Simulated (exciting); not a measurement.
# Core excitons at the N K edge of BN (Qingsongite), part 2 of 2

How far do the exchange and direct terms reshape the N K edge of BN (Qingsongite)?

exciting sodium; X-ray absorption, core-level Bethe-Salpeter equation, exchange and statically screened direct term, Tamm-Dancoff, all-electron LAPW+lo PBE.

So far. Step 3 (A richer basis for the empty states): Against the first ground state the total energy moves by -2 meV an atom and the gap by 0.00 eV. Step 4 (Screening, kernels and BSE for N atom 1): Maxima (height): 2.7 eV (1.00), 5.7 eV (0.64) and 12.8 eV (0.34).

## Step 5: Independent particles

Level of this step: X-ray absorption, independent-particle transitions from Dirac core states to Kohn-Sham bands, all-electron LAPW+lo PBE (exciting).

The input, input.xml:

```
<input>
  <title>BN</title>
  <structure speciespath="." autormt="false" epslat="1.0e-5">
    <crystal>
      <basevect>0.0000000000 3.4156799696 3.4156799696</basevect>
      <basevect>3.4156799696 0.0000000000 3.4156799696</basevect>
      <basevect>3.4156799696 3.4156799696 0.0000000000</basevect>
    </crystal>
    <species speciesfile="N.xml" rmt="1.435">
      <atom coord="0.7500000000 0.7500000000 0.7500000000"/>
    </species>
    <species speciesfile="B.xml" rmt="1.435">
      <atom coord="0.0000000000 0.0000000000 0.0000000000"/>
    </species>
  </structure>
  <groundstate do="skip" xctype="GGA_PBE" ngridk="7 7 7" rgkmax="7" gmaxvr="14" nempty="8" swidth="0.001" maxscl="100" epsengy="1e-5"/>
  <xs xstype="BSE" ngridk="6 6 6" ngridq="6 6 6" vkloff="0.097 0.273 0.493" rgkmax="7" nempty="12" gqmax="3" lmaxapwwf="5" lmaxemat="2" broad="0.01654" tevout="true">
    <energywindow intv="13.520 15.137" points="439"/>
    <screening screentype="full" nempty="25"/>
    <BSE xas="true" xasspecies="1" xasatom="1" xasedge="K" bsetype="IP" nstlxas="1 8"/>
    <qpointset>
      <qpoint>0 0 0</qpoint>
    </qpointset>
    <plan>
      <doonly task="bse"/>
    </plan>
  </xs>
</input>
```

Launch:

```sh
> OMP_NUM_THREADS=4 exciting
```

Numbers of over 12 decimals in the logs are rounded to 6 here.

Log:

```text
| EXCITING SODIUM started for task bse ( 445)                                  =
Info(bselauncher): Init time:    0.207422
Info(bselauncher): Setting up and diagonalizing BSE Hamiltonian.
Info(bselauncher): Using momentum transfer vectors from list :   1 to  1
Info(bselauncher): Distributing qmt-points over   1 processes.
Info(bselauncher): BSE type: IP
Info(bselauncher): Momentum transfer list index: iqmt=  1
Info(bselauncher): Momentum transfer: vqmtl=   0.000   0.000   0.000
Info(bse): Inspecting occupations...
Info(setranges_modxs): Number of non-reduced k-points:      216
[...]
highest unoccupied state:  12
  Opening gap with a scissor of:      0.000/H      0.000/eV
Info(select_transitions): Number of participating transitions:    3456
Info(bse): Selecting transitions...
Info(bse):bsegap (eV):   379.930922
Info(bse): IP requested, nothing much to do
Info(bse): Writing excition energies and oscillator strengths to text file.
Info(makespectrum_dist): Making spectrum using formula for coupling with time reversed AR basis.
Info(makespectrum_dist): Using formalism for vanishing momentum transfer.
Info(writederived): Writing quantities derived from the macroscopic dielectric function.
Info(bselauncher): Spectrum finished for iqmt=  1
Info(bselauncher): All done for BSE type IP
```

Run time: 1.5 s. Hardware: 4 threads of Arm Neoverse V1, shared host.

Maxima (height): 4.9 eV (0.30), 9.9 eV (0.75) and 15.1 eV (0.62). Against the singlet run the r.m.s. difference is 89 %. Moving the earlier curve by +6.5 eV leaves 39 %. The highest maximum lies at 9.9 eV (0.75), against 2.7 eV (1.00).

## Step 6: Exchange alone

Edit input.xml of step 5 so:

```diff
@@ -19,3 +19,3 @@
     <screening screentype="full" nempty="25"/>
-    <BSE xas="true" xasspecies="1" xasatom="1" xasedge="K" bsetype="IP" nstlxas="1 8"/>
+    <BSE xas="true" xasspecies="1" xasatom="1" xasedge="K" bsetype="RPA" nstlxas="1 8"/>
     <qpointset>
```

Launch:

```sh
> OMP_NUM_THREADS=4 exciting
```

Log:

```text
| EXCITING SODIUM started for task bse ( 445)                                  =
Info(bselauncher): Init time:    0.205927
Info(bselauncher): Setting up and diagonalizing BSE Hamiltonian.
Info(bselauncher): Using momentum transfer vectors from list :   1 to  1
Info(bselauncher): Distributing qmt-points over   1 processes.
Info(bselauncher): BSE type: RPA
Info(bselauncher): Momentum transfer list index: iqmt=  1
Info(bselauncher): Momentum transfer: vqmtl=   0.000   0.000   0.000
Info(bse): Inspecting occupations...
Info(setranges_modxs): Number of non-reduced k-points:      216
[...]
Info(setup_bse_block): Setting up RR part of hamiltonian
Info(setup_bse_block): Using RPA approximation
Info(bse): Diagonalizing RR Hamiltonian (TDA)
Info(bse): Invoking Lapack routine ZHEEVR
      3456 eigen solutions found in the interval:
         i1=       1 i2=    3456
Info(bse): Writing excition energies and oscillator strengths to text file.
Info(makespectrum_dist): Making spectrum using formula for coupling with time reversed AR basis.
Info(makespectrum_dist): Using formalism for vanishing momentum transfer.
Info(writederived): Writing quantities derived from the macroscopic dielectric function.
Info(bselauncher): Spectrum finished for iqmt=  1
Info(bselauncher): All done for BSE type RPA
```

Run time: 21 s. Hardware: 4 threads.

Maxima (height): 4.9 eV (0.28), 9.9 eV (0.75) and 15.2 eV (0.65). The spectrum differs from the independent-particle run by 5 % r.m.s.

## Step 7: Direct term alone

Edit input.xml of step 6 so:

```diff
@@ -19,3 +19,3 @@
     <screening screentype="full" nempty="25"/>
-    <BSE xas="true" xasspecies="1" xasatom="1" xasedge="K" bsetype="RPA" nstlxas="1 8"/>
+    <BSE xas="true" xasspecies="1" xasatom="1" xasedge="K" bsetype="triplet" nstlxas="1 8"/>
     <qpointset>
```

Launch:

```sh
> OMP_NUM_THREADS=4 exciting
```

Log:

```text
| EXCITING SODIUM started for task bse ( 445)                                  =
Info(bselauncher): Init time:    0.206199
Info(bselauncher): Setting up and diagonalizing BSE Hamiltonian.
Info(bselauncher): Using momentum transfer vectors from list :   1 to  1
Info(bselauncher): Distributing qmt-points over   1 processes.
Info(bselauncher): BSE type: triplet
Info(bselauncher): Momentum transfer list index: iqmt=  1
Info(bselauncher): Momentum transfer: vqmtl=   0.000   0.000   0.000
Info(bse): Inspecting occupations...
[...]
Info(setup_bse_block): Setting up RR part of hamiltonian
Info(setup_bse_block): Triplet spin state
Info(bse): Diagonalizing RR Hamiltonian (TDA)
Info(bse): Invoking Lapack routine ZHEEVR
      3456 eigen solutions found in the interval:
         i1=       1 i2=    3456
Info(bse): Writing excition energies and oscillator strengths to text file.
Info(makespectrum_dist): Making spectrum using formula for coupling with time reversed AR basis.
Info(makespectrum_dist): Using formalism for vanishing momentum transfer.
Info(writederived): Writing quantities derived from the macroscopic dielectric function.
Info(bselauncher): Spectrum finished for iqmt=  1
Info(bselauncher): All done for BSE type triplet
```

The job ended after 22 s (4 threads).

Maxima (height): 2.6 eV (1.05), 5.6 eV (0.62) and 12.8 eV (0.33). The spectrum differs from the singlet run by 6 % r.m.s. The highest maximum lies at 2.6 eV (1.05), against 2.7 eV (1.00).

## Step 8: Broadening

Changed against the first singlet run: half width (eV) from 0.45 to 1.35.

Edit input.xml of step 7 so:

```diff
@@ -16,6 +16,6 @@
   <groundstate do="skip" xctype="GGA_PBE" ngridk="7 7 7" rgkmax="7" gmaxvr="14" nempty="8" swidth="0.001" maxscl="100" epsengy="1e-5"/>
-  <xs xstype="BSE" ngridk="6 6 6" ngridq="6 6 6" vkloff="0.097 0.273 0.493" rgkmax="7" nempty="12" gqmax="3" lmaxapwwf="5" lmaxemat="2" broad="0.01654" tevout="true">
+  <xs xstype="BSE" ngridk="6 6 6" ngridq="6 6 6" vkloff="0.097 0.273 0.493" rgkmax="7" nempty="12" gqmax="3" lmaxapwwf="5" lmaxemat="2" broad="0.04961" tevout="true">
     <energywindow intv="13.520 15.137" points="439"/>
     <screening screentype="full" nempty="25"/>
-    <BSE xas="true" xasspecies="1" xasatom="1" xasedge="K" bsetype="triplet" nstlxas="1 8"/>
+    <BSE xas="true" xasspecies="1" xasatom="1" xasedge="K" bsetype="singlet" nstlxas="1 8"/>
     <qpointset>
```

Launch:

```sh
> OMP_NUM_THREADS=4 exciting
```

Log:

```text
| EXCITING SODIUM started for task bse ( 445)                                  =
Info(bselauncher): Init time:    0.206662
Info(bselauncher): Setting up and diagonalizing BSE Hamiltonian.
Info(bselauncher): Using momentum transfer vectors from list :   1 to  1
Info(bselauncher): Distributing qmt-points over   1 processes.
Info(bselauncher): BSE type: singlet
Info(bselauncher): Momentum transfer list index: iqmt=  1
Info(bselauncher): Momentum transfer: vqmtl=   0.000   0.000   0.000
Info(bse): Inspecting occupations...
[...]
Info(setup_bse_block): Setting up RR part of hamiltonian
Info(setup_bse_block): Singlet spin state
Info(bse): Diagonalizing RR Hamiltonian (TDA)
Info(bse): Invoking Lapack routine ZHEEVR
      3456 eigen solutions found in the interval:
         i1=       1 i2=    3456
Info(bse): Writing excition energies and oscillator strengths to text file.
Info(makespectrum_dist): Making spectrum using formula for coupling with time reversed AR basis.
Info(makespectrum_dist): Using formalism for vanishing momentum transfer.
Info(writederived): Writing quantities derived from the macroscopic dielectric function.
Info(bselauncher): Spectrum finished for iqmt=  1
Info(bselauncher): All done for BSE type singlet
```

It took 22 s on 4 threads.

The spectrum differs from the singlet run by 23 % r.m.s. The highest maximum lies at 3.0 eV (0.68), against 2.7 eV (1.00). Only the width of each line changes; the area stays. A table step wider than the lines misses their tops.

| E (eV) | first run | this run |
| --- | --- | --- |
| -8.0 | 0.01 | 0.02 |
| -7.0 | 0.01 | 0.02 |
| -6.0 | 0.01 | 0.03 |
| -5.0 | 0.01 | 0.03 |
| -4.0 | 0.02 | 0.04 |
| -3.0 | 0.02 | 0.06 |
| -2.0 | 0.03 | 0.09 |
| -1.0 | 0.06 | 0.13 |
| 0.0 | 0.14 | 0.23 |
| 1.0 | 0.38 | 0.40 |
| 2.0 | 0.81 | 0.59 |
| 3.0 | 0.96 | 0.67 |
| 4.0 | 0.70 | 0.62 |
| 5.0 | 0.62 | 0.57 |
| 6.0 | 0.63 | 0.53 |
| 7.0 | 0.51 | 0.46 |
| 8.0 | 0.40 | 0.38 |
| 9.0 | 0.29 | 0.30 |
| 10.0 | 0.22 | 0.25 |
| 11.0 | 0.17 | 0.21 |
| 12.0 | 0.19 | 0.22 |
| 13.0 | 0.33 | 0.22 |
| 14.0 | 0.18 | 0.18 |
| 15.0 | 0.09 | 0.12 |
| 16.0 | 0.05 | 0.09 |
| 17.0 | 0.04 | 0.07 |
| 18.0 | 0.04 | 0.07 |
| 19.0 | 0.06 | 0.09 |

## Step 9: Another input

In this try the input is made faulty on purpose, to show what that does.

Edit input.xml of step 8 so:

```diff
@@ -16,3 +16,3 @@
   <groundstate do="skip" xctype="GGA_PBE" ngridk="7 7 7" rgkmax="7" gmaxvr="14" nempty="8" swidth="0.001" maxscl="100" epsengy="1e-5"/>
-  <xs xstype="BSE" ngridk="6 6 6" ngridq="6 6 6" vkloff="0.097 0.273 0.493" rgkmax="7" nempty="12" gqmax="3" lmaxapwwf="5" lmaxemat="2" broad="0.04961" tevout="true">
+  <xs xstype="BSE" ngridk="4 4 4" ngridq="4 4 4" vkloff="0 0 0" rgkmax="7" nempty="12" gqmax="3" lmaxapwwf="5" lmaxemat="2" broad="0.01654" tevout="true">
     <energywindow intv="13.520 15.137" points="439"/>
@@ -24,3 +24,9 @@
     <plan>
-      <doonly task="bse"/>
+      <doonly task="xsgeneigvec"/>
+      <doonly task="writepmatxs"/>
+      <doonly task="scrgeneigvec"/>
+      <doonly task="scrwritepmat"/>
+      <doonly task="screen"/>
+      <doonly task="scrcoulint"/>
+      <doonly task="exccoulint"/>
     </plan>
```

The input, input.xml for the last start (plan only):

```
  <plan>
    <doonly task="bse"/>
  </plan>
```

Launch:

```sh
> OMP_NUM_THREADS=1 mpirun -n 4 exciting
> OMP_NUM_THREADS=4 exciting
```

Log:

```text
| EXCITING SODIUM started for task xsgeneigvec ( 301)                          =
One-shot GS runs for BSE calculations
One-shot GS runs for k+qmt/2 grids
Info(xsgeneigvec): Generating eigenvectors for Q-point      1
Info(xsgeneigvec): Generation of eigenvectors finished
| EXCITING SODIUM started for task writepmatxs ( 320)                          =
Info(writepmatxs): Momentum matrix elements finished
| EXCITING SODIUM started for task scrgeneigvec ( 401)                         =
One-shot GS runs for BSE calculations
One-shot GS runs for k+qmt/2 grids
[...]
Info(setup_bse_block): Setting up RR part of hamiltonian
Info(setup_bse_block): Singlet spin state
Info(bse): Diagonalizing RR Hamiltonian (TDA)
Info(bse): Invoking Lapack routine ZHEEVR
      1024 eigen solutions found in the interval:
         i1=       1 i2=    1024
Info(bse): Writing excition energies and oscillator strengths to text file.
Info(makespectrum_dist): Making spectrum using formula for coupling with time reversed AR basis.
Info(makespectrum_dist): Using formalism for vanishing momentum transfer.
Info(writederived): Writing quantities derived from the macroscopic dielectric function.
Info(bselauncher): Spectrum finished for iqmt=  1
Info(bselauncher): All done for BSE type singlet
```

It took 36 s on 4 MPI ranks.

Wall time by task: xsgeneigvec 1.3 s, writepmatxs 2 s, scrgeneigvec 1.1 s, scrwritepmat 1 s, screen 4.8 s, scrcoulint 11 s, exccoulint 13 s, bse 1 s.

The input has a fault: a coarse mesh through the zone centre samples only symmetric points. In all it changes the k mesh from 6×6×6 to 4×4×4 and mesh offset from shifted to 0 0 0. Against the singlet run the r.m.s. difference is 37 %. The highest maximum lies at 3.6 eV (1.25), against 2.7 eV (1.00). The first bright state moves from -0.04 to 1.26 eV. The lowest bare transition of this run lies at -0.25 eV, against 0.02. A coarse mesh samples few band energies, and it inflates the long-range part of the attraction. Symmetric points repeat the same band energies.

| E (eV) | first run | this run |
| --- | --- | --- |
| -3.0 | 0.02 | 0.02 |
| -2.0 | 0.03 | 0.03 |
| -1.0 | 0.06 | 0.04 |
| 0.0 | 0.14 | 0.08 |
| 1.0 | 0.38 | 0.28 |
| 2.0 | 0.81 | 0.78 |
| 3.0 | 0.96 | 0.70 |
| 4.0 | 0.70 | 0.94 |
| 5.0 | 0.62 | 0.57 |
| 6.0 | 0.63 | 1.06 |
| 7.0 | 0.51 | 0.58 |
| 8.0 | 0.40 | 0.26 |
| 9.0 | 0.29 | 0.21 |
| 10.0 | 0.22 | 0.09 |
| 11.0 | 0.17 | 0.07 |
| 12.0 | 0.19 | 0.19 |
| 13.0 | 0.33 | 0.29 |
| 14.0 | 0.18 | 0.30 |
| 15.0 | 0.09 | 0.10 |
| 16.0 | 0.05 | 0.07 |
| 17.0 | 0.04 | 0.04 |
| 18.0 | 0.04 | 0.06 |
| 19.0 | 0.06 | 0.04 |

## Step 10: From independent particles to the full kernel

| level | curve passes 0.15 (eV) | highest maximum (eV) | its height |
| --- | --- | --- | --- |
| IP | 3.5 | 9.9 | 0.75 |
| RPA | 3.6 | 9.9 | 0.75 |
| direct only | 0.0 | 2.6 | 1.05 |
| singlet | 0.1 | 2.7 | 1.00 |

| E (eV) | IP | RPA | direct only | singlet |
| --- | --- | --- | --- | --- |
| -3.0 | 0.01 | 0.01 | 0.02 | 0.02 |
| -2.0 | 0.01 | 0.01 | 0.03 | 0.03 |
| -1.0 | 0.01 | 0.01 | 0.06 | 0.06 |
| 0.0 | 0.02 | 0.02 | 0.15 | 0.14 |
| 1.0 | 0.03 | 0.03 | 0.44 | 0.38 |
| 2.0 | 0.06 | 0.06 | 0.90 | 0.81 |
| 3.0 | 0.11 | 0.10 | 0.97 | 0.96 |
| 4.0 | 0.21 | 0.19 | 0.69 | 0.70 |
| 5.0 | 0.29 | 0.28 | 0.61 | 0.62 |
| 6.0 | 0.32 | 0.30 | 0.60 | 0.63 |
| 7.0 | 0.42 | 0.39 | 0.48 | 0.51 |
| 8.0 | 0.52 | 0.49 | 0.37 | 0.40 |
| 9.0 | 0.66 | 0.63 | 0.27 | 0.29 |
| 10.0 | 0.75 | 0.75 | 0.21 | 0.22 |
| 11.0 | 0.64 | 0.67 | 0.16 | 0.17 |
| 12.0 | 0.43 | 0.45 | 0.18 | 0.19 |
| 13.0 | 0.29 | 0.30 | 0.32 | 0.33 |
| 14.0 | 0.41 | 0.41 | 0.17 | 0.18 |
| 15.0 | 0.61 | 0.64 | 0.08 | 0.09 |
| 16.0 | 0.32 | 0.35 | 0.05 | 0.05 |
| 17.0 | 0.14 | 0.14 | 0.04 | 0.04 |
| 18.0 | 0.09 | 0.10 | 0.04 | 0.04 |
| 19.0 | 0.06 | 0.07 | 0.06 | 0.06 |

## Step 11: Outcome

| Quantity | Value |
| --- | --- |
| absorber and edge | N K, atom 1 |
| surroundings | 4 B at 1.57 Å (tetrahedral, site symmetry -43m) |
| first bright state | -0.04 eV from the Kohn–Sham onset, on this mesh |
| highest maximum | 2.7 eV |
| cost of the BSE run | 3.7 min on 4 MPI ranks of Arm Neoverse V1, shared host; the last task ran on as many threads |

What this shows: Is a core exciton bound? Undecided on this mesh: the first bright state (over 5 % of the brightest) lies at -0.04 eV from the Kohn–Sham onset; weaker or dark states reach down to -0.62 eV. Changing the half width (eV) from 0.45 to 1.35 alters the spectrum by 23 % r.m.s. Exchange alone changes the independent-particle spectrum by 5 % r.m.s. Leaving exchange out of the full kernel changes the spectrum by 6 % r.m.s. With 216 k points the binding energies are rough. The kernel cutoff is low for a compact core orbital, so the effect of exchange is a lower bound. The zero comes from the unshifted 7×7×7 ground-state mesh; it is exact only where the band minimum lies on that mesh. The Kohn–Sham onset, 380 eV, is no photon energy: the scale needs a rigid shift. No quasiparticle correction widens the gap or stretches the bands. Vibrations and energy-dependent lifetimes are left out. The structure is a published determination, not relaxed.

[Banner, clock and machine lines of the logs are left out without a mark of their own.]

[Logs are printed without paths, hosts, clocks, repeated set-up lines and the standing remarks that a program may print on its own settings, such as how far it seeks lower states.]

[Hosts, paths, dates, database ids (printed as entryN), source tags and the programs' standing remarks are cut or masked in the printed files.]
